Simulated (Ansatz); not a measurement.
# Tl2Se (model cell, started as antifluorite): phonons and vibrational spectra, part 2 of 2

Aim: the phonons of Tl2Se (model cell, started as antifluorite) at a cell relaxed beforehand at this level. After the zone centre comes a 2×2×2 q mesh on a 8×8×8 k mesh.

Ansatz 0.2.0; DFT PBE, scalar-relativistic, plane waves, PAW.

So far. Step 2 (Linear response at the zone centre): Before it was imposed, the acoustic sum rule was missed by 6.1e-5 eV/Å². Small misses are needed for a sound result but don't prove that mesh and cutoff are converged. The lowest optical mode is real, 52.8 cm⁻¹.

The structure was built from a prototype and need not be the compound's stable phase.

## Step 3: Phonons on a q mesh (continued)

Interpolated from a 2×2×2 q mesh, without the LO-TO term. Phonon branches along the path, in cm⁻¹:

```tsv
point	branch 1	branch 2	branch 3	branch 4	branch 5	branch 6	branch 7	branch 8	branch 9
Γ	0	0	0	53	53	53	76	76	76
halfway	-15	-15	44	46	46	46	68	68	92
X	-36	-36	30	33	33	64	64	64	103
halfway	-32	-27	30	33	35	63	65	65	100
U	-18	26	30	36	38	60	66	66	90
jump to K	-18	26	30	36	38	60	66	66	90
halfway	12	22	41	46	47	52	71	76	79
Γ	0	0	0	53	53	53	76	76	76
halfway	15	15	34	49	49	51	75	75	78
L	21	21	46	46	47	58	73	75	75
halfway	11	32	35	42	48	59	66	76	76
W	-30	29	35	40	40	62	66	77	77
halfway	-33	8	29	34	36	63	65	66	96
X	-36	-36	30	33	33	64	64	64	103
```

The phonon branches as a text plot (rows in cm⁻¹):

```
    100 |        *******                                      ***
     94 |      **       **                                   *
     89 |    **           *                                 *
     83 |   *              *                               *
     77 |***                *  ****************************
     71 |   ****           *********            *****      *
     65 |       ************                         ************
     60 |        ***    ****                    *************
     54 |****   *           ********************
     48 |   ****            ********       *************
     42 |      **          ******             *   **********
     36 |    **  ***   *****     *          **       ** *******
     30 |   *     ***********                        ************
     25 |                 *  ***  **       *      ***        *
     19 |  *             *  *  ***  *     *  *********
     13 | *                     * ***    * **         *
      7 |                  *     *   *  ***
      1 |*                            ***
     -4 | ***                     ****
    -10 |    **                                        *
    -16 |      *        * *
    -22 |       *        *                              *     *
    -28 |        *     **                                ***
    -33 |         ******                                    *****
         Γ           X  U|K            Γ         L        W     X
```

Tetrahedra on a 14×14×14 mesh, mean over bins of 2 cm-1. Interpolated from a 2×2×2 q mesh. The phonon density of states by wavenumber; read off at these points:

```tsv
wavenumber (cm⁻¹)	phonon density of states (1/cm⁻¹/cell)
-37.0	2.0e-5
-33.0	0.0109
-27.0	0.0221
-23.0	0.0219
-17.0	0.0198
-13.0	0.0174
-9.0	0.0182
-3.0	0.0192
1.0	0.0238
7.0	0.0285
11.0	0.0352
17.0	0.0544
21.0	0.0613
25.0	0.0433
31.0	0.0891
35.0	0.136
41.0	0.224
45.0	0.154
49.0	0.180
55.0	0.0495
59.0	0.0832
65.0	0.192
69.0	0.147
73.0	0.190
75.0	0.125
79.0	0.0830
83.0	0.0503
89.0	0.0316
93.0	0.0238
99.0	0.0128
103.0	0.0011
```

The partial phonon density of states has structure finer than the step of the table below, so its rows give means over 5 cm⁻¹, whole bins alone (the curve runs from -45.5 to 116 cm⁻¹). Peaks (cm⁻¹: height): Se -23.2: 0.0173, 19.5: 0.0217, 73.3: 0.112; Tl 41.8: 0.172, 66.2: 0.108.

Phonopy on the run's constants, 13x13x13 mesh, Gaussian sigma 2.0 cm-1. Interpolated from a 2×2×2 q mesh. Table of partial phonon density of states by wavenumber; means over each step; values in 1/cm⁻¹/cell:

```tsv
wavenumber (cm⁻¹)	Se	Tl
-40	3.4e-4	8.8e-5
-35	0.00563	0.00155
-30	0.0140	0.00448
-25	0.0158	0.00669
-20	0.0137	0.00825
-15	0.0105	0.00916
-10	0.0102	0.0109
-5	0.00806	0.0118
0	0.00376	0.00691
5	0.00744	0.0154
10	0.0101	0.0217
15	0.0143	0.0314
20	0.0205	0.0450
25	0.0131	0.0392
30	0.00695	0.0715
35	0.00687	0.113
40	0.0128	0.160
45	0.0140	0.157
50	0.0117	0.131
55	0.00579	0.0682
60	0.00552	0.0694
65	0.0429	0.0929
70	0.0941	0.0708
75	0.0957	0.0342
80	0.0572	0.0116
85	0.0389	0.00465
90	0.0281	0.00199
95	0.0196	7.8e-4
100	0.0106	2.0e-4
105	0.00164	1.3e-5
110	1.2e-5	0
```

Symmetry leaves 3 wavevectors to solve. The lowest mode among them, the acoustic zeros apart, lies at q = (0, -0.5, -0.5) and is imaginary, 36.3i cm⁻¹, so the energy falls along it.

## Step 4: Isotope substitution, element Se, natural mass 78.971 amu

An isotope changes the mass and not the force constants, so no new electronic calculation is needed; the shifts show which modes move this element.

The same force constants with the mass of Se changed from 78.971 to 81.917 u (phonopy, no LO-TO term). Both lists are sorted by frequency; levels can cross, so a row need not hold one and the same mode. Modes under 3 cm⁻¹ are left out. Isotope shifts, by row:

```tsv
q	rank	natural mass (cm⁻¹)	changed mass (cm⁻¹)
0 0 0	4	52.8	52.8
0 0 0	5	52.8	52.8
0 0 0	6	52.8	52.8
0 0 0	7	76.01	74.85
0 0 0	8	76.01	74.85
0 0 0	9	76.01	74.85
0 0 -0.5	1	21.04	20.92
0 0 -0.5	2	21.04	20.92
0 0 -0.5	3	45.53	45.53
0 0 -0.5	4	45.53	45.53
0 0 -0.5	5	46.7	46.7
0 0 -0.5	6	58.17	58.17
0 0 -0.5	7	73.3	71.97
0 0 -0.5	8	74.97	74.03
0 0 -0.5	9	74.97	74.03
0 -0.5 -0.5	1	-36.28	-35.74
0 -0.5 -0.5	2	-36.28	-35.74
0 -0.5 -0.5	3	30.01	30.01
0 -0.5 -0.5	4	32.62	32.62
0 -0.5 -0.5	5	32.62	32.62
0 -0.5 -0.5	6	64.16	64.1
0 -0.5 -0.5	7	64.33	64.1
0 -0.5 -0.5	8	64.33	64.16
0 -0.5 -0.5	9	103.1	101.2
```

A mode of this element alone would shift by -1.81 %. The highest zone-centre frequency without the field goes from 76.0 to 74.8 cm⁻¹ (-1.5 %). The product of the frequency ratios over all optical modes at Γ is 0.955; the product rule, (m/m′)^(3k/2) (M′/M)^(3/2) with k = 1 such atoms and M the mass of the cell, gives 0.955.

## Step 5: Isotope substitution, element Tl, natural mass 204.38 amu

The same for Tl, from 204.38 to 202.97 u.

The same force constants with the mass of Tl changed from 204.380 to 202.972 u (phonopy, no LO-TO term). Both lists are sorted by frequency; levels can cross, so a row need not hold one and the same mode. Modes under 3 cm⁻¹ are left out. Isotope shifts, by row:

```tsv
q	rank	natural mass (cm⁻¹)	changed mass (cm⁻¹)
0 0 0	4	52.8	52.99
0 0 0	5	52.8	52.99
0 0 0	6	52.8	52.99
0 0 0	7	76.01	76.05
0 0 0	8	76.01	76.05
0 0 0	9	76.01	76.05
0 0 -0.5	1	21.04	21.09
0 0 -0.5	2	21.04	21.09
0 0 -0.5	3	45.53	45.69
0 0 -0.5	4	45.53	45.69
0 0 -0.5	5	46.7	46.86
0 0 -0.5	6	58.17	58.37
0 0 -0.5	7	73.3	73.3
0 0 -0.5	8	74.97	75.05
0 0 -0.5	9	74.97	75.05
0 -0.5 -0.5	1	-36.28	-36.3
0 -0.5 -0.5	2	-36.28	-36.3
0 -0.5 -0.5	3	30.01	30.11
0 -0.5 -0.5	4	32.62	32.73
0 -0.5 -0.5	5	32.62	32.73
0 -0.5 -0.5	6	64.16	64.38
0 -0.5 -0.5	7	64.33	64.51
0 -0.5 -0.5	8	64.33	64.51
0 -0.5 -0.5	9	103.1	103.1
```

A mode of this element alone would shift by +0.35 %. The highest zone-centre frequency without the field goes from 76.0 to 76.0 cm⁻¹ (+0.1 %). The product of the frequency ratios over all optical modes at Γ is 1.012; the product rule, (m/m′)^(3k/2) (M′/M)^(3/2) with k = 2 such atoms and M the mass of the cell, gives 1.012.

## Step 6: Outcome

```
space group (within 0.01 Å)                             : Fm-3m
volume per atom                                         : 36.2 Å³
gap on the k-mesh                                       : 0.149 eV
highest optical mode at the zone centre (no LO-TO term) : 76.0 cm⁻¹
lowest optical zone-centre mode                         : 52.8 cm⁻¹
lowest mode on the q mesh (acoustic modes at Γ apart)   : -36.3 cm⁻¹
highest frequency on the path or at a solved wavevector : 103 cm⁻¹
imaginary modes on the 2×2×2 q mesh                     : yes
```

**Reading.** Modes are clearly imaginary (beyond 10i cm⁻¹) at 1 of the 3 irreducible wavevectors, most at q = (0, -0.5, -0.5) (36.3i cm⁻¹), so this structure is not a minimum of the energy. Without the field, the optical modes at Γ span 53 to 76 cm⁻¹. The highest mode in this list at Γ, 76.0 cm⁻¹, is mostly motion of Se (84 % of the kinetic energy). Where the field response was not run the interpolation lacks the dipole term, so the LO-TO splitting is missing from branches, density of states and sums. Spin-orbit coupling is left out, which can matter for the heavy elements here. The starting cell was built on a prototype and not taken from a measurement, so the phase need not exist. These are harmonic frequencies at zero temperature: anharmonic shifts, linewidths and thermal expansion are left out.

[Logs are printed without paths, hosts, clocks, repeated set-up lines and the standing remarks that a program may print on its own settings, such as how far it seeks lower states.]

[Hosts, paths, dates, database ids (printed as entryN), source tags and the programs' standing remarks are cut or masked in the printed files.]
